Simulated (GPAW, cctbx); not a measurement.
# MgPb2Au2: what bonding does to one electron reflection, worked out

MgPb2Au2, I4/mmm (no. 139), a = 4.9649 Å, b = 4.9649 Å, c = 11.8450 Å, α = 90.00°, β = 90.00°, γ = 90.00°.

```csv
atom,mult.,x,y,z
Pb1,4,1/2,1/2,0.1307
Au1,4,1/2,0,1/4
Mg1,2,0,0,0
```

The cell comes from substitution in a known structure type and wasn't matched to any measured phase.

A DFT run (GPAW, PBE, 450 eV, 5×5×5 k-points, Fermi–Dirac width 0.1 eV) gives the static X-ray structure factor of 101 as 189.153 e for the conventional cell; superposed free atoms give 188.818 e. **Problem.** Find the Fourier component V of the crystal potential and the two-beam extinction distance at 300 kV in both cases.

**1. Geometry**

The cell volume is Ω = 291.98 Å³ and d(101) = 4.5789 Å, so g = 1/d = 0.2184 Å⁻¹.

**2. The nuclei**

Electrons feel nuclei as well as electrons, so the nuclear charges are summed with the same phases.

Phase sums Σ exp(2πi h·x), turned so that the total is real and positive: Pb +2.726, Au 0.000, Mg -2.000. Then F_Z = 82 × (+2.726) + 79 × (0.000) + 12 × (-2.000) = 199.52 e. The electron term has the same sign for this reflection.

**3. Mott–Bethe**

Poisson's equation, term by term, gives V = (e/4πε₀)(F_Z − F)/(πΩg²), with e/4πε₀ = 14.3996 V Å.

The prefactor is 14.3996 × 4.5789²/(π × 291.98) = 0.32913 V per electron. Free atoms: (199.52 − 188.818) × 0.32913 = 3.522 V. Crystal: (199.52 − 189.153) × 0.32913 = 3.412 V. F changes by +0.18 % and V by -3.1 %: the same 0.33 e is measured against F_Z − F = 10.7 e in place of F = 188.8 e.

**4. Extinction distance**

In the two-beam case ξ = 1/(λU) with U = 2γm₀eV/h², that is ξ = 150.41 V Å²/(γλV).

At 300 kV, λ = 0.01969 Å and γ = 1.5871. Free atoms: ξ = 1367 Å. Crystal: ξ = 1411 Å. The thickness fringes go as sin²(πt/ξ), so the two patterns slip by a quarter of a period when t|1/ξ₁ − 1/ξ₀| = 1/4, at t ≈ 1091 nm, thicker than usual samples. Thermal motion, absorption and many-beam coupling, left out here, change a real pattern.

**5. Answer**

V(101) is 3.41 V against 3.52 V, and ξ is 1411 against 1367 Å. Limits: static atoms, two beams.

[Outputs are excerpts: Python notices, other lines and further rows are left out; steps that failed or that the build refused (PBEsol, TPSS) are not shown.]

[Logs are printed without paths, hosts, clocks, repeated set-up lines and the standing remarks that a program may print on its own settings, such as how far it seeks lower states.]
